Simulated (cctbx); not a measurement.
# Resonant diffraction in Sr2Zn21Cu

Space group C2/m (no. 12), a = 12.6701 Å, b = 10.6550 Å, c = 6.7900 Å, α = 90.00°, β = 122.37°, γ = 90.00°.

```csv
atom,mult.,x,y,z,Ueq (Å²)
Sr1,4,0.2511,1/2,0.1342,0.0068
Zn1,8,0.0467,0.1232,0.3634,0.0072
Zn2,8,0.9582,0.3741,0.7751,0.0067
Zn3,8,0.8751,0.2931,0.3032,0.0070
Zn4,8,0.1239,0.2064,0.0589,0.0076
Zn5,4,1/4,3/4,1/2,0.0062
Zn6,2,0,0,0,0.0060
Zn7,4,0.7566,1/2,0.3896,0.0069
Cu1,2,0,1/2,1/2,0.0075
```

The model was made for the exercise: a known structure type with other elements put in, its volume estimated, not relaxed; displacement parameters are assumed.

Calculated with cctbx: free-atom f′ and f″ from the Sasaki tables, no fine structure; amplitudes in electrons.

| E (eV) | F 2 2 1 | F 1 3 1 | F 2 2 0 | F 0 2 0 |
| --- | --- | --- | --- | --- |
| 15505 | 192.1 | 221.1 | 15.0 | 145.3 |
| 15855 | 190.1 | 218.8 | 11.8 | 148.7 |
| 15985 | 188.3 | 216.7 | 9.2 | 151.6 |
| 16045 | 186.5 | 214.7 | 6.8 | 154.3 |
| 16075 | 184.8 | 212.7 | 4.9 | 157.1 |
| 16090 | 183.0 | 210.7 | 4.1 | 159.8 |
| 16097 | 181.4 | 208.8 | 4.8 | 162.3 |
| 16101 | 179.7 | 206.9 | 6.5 | 164.9 |
| 16109 | 179.4 | 206.6 | 10.9 | 165.7 |
| 16113 | 181.6 | 209.1 | 9.3 | 162.3 |
| 16120 | 183.4 | 211.1 | 8.8 | 159.5 |
| 16135 | 185.3 | 213.3 | 9.2 | 156.5 |
| 16165 | 187.2 | 215.5 | 10.4 | 153.6 |
| 16255 | 189.8 | 218.4 | 12.8 | 149.7 |
| 16505 | 192.5 | 221.6 | 16.0 | 145.6 |

**Question.** Which edge is crossed, and why do the reflections move as they do?

The K edge of Sr. The edge is at 16105 eV. f′ of Sr falls from -4.4 e at 15985 eV to -7.7 e at 4 eV below it, and f″ steps from 0.52 to 3.77 e across it. Over that approach |F| changes by -5 % (2 2 1), -5 % (1 3 1), -29 % (2 2 0) and +9 % (0 2 0): a reflection falls where Sr scatters in phase with the total and rises where it scatters against it; it hardly moves where the Sr term is small or cancels by symmetry. Above the edge the larger f″ enters the imaginary part, where it can add to or cancel the other atoms' f″. The structure is centrosymmetric, so Friedel mates stay equal.

[Logs are printed without paths, hosts, clocks, repeated set-up lines and the standing remarks that a program may print on its own settings, such as how far it seeks lower states.]
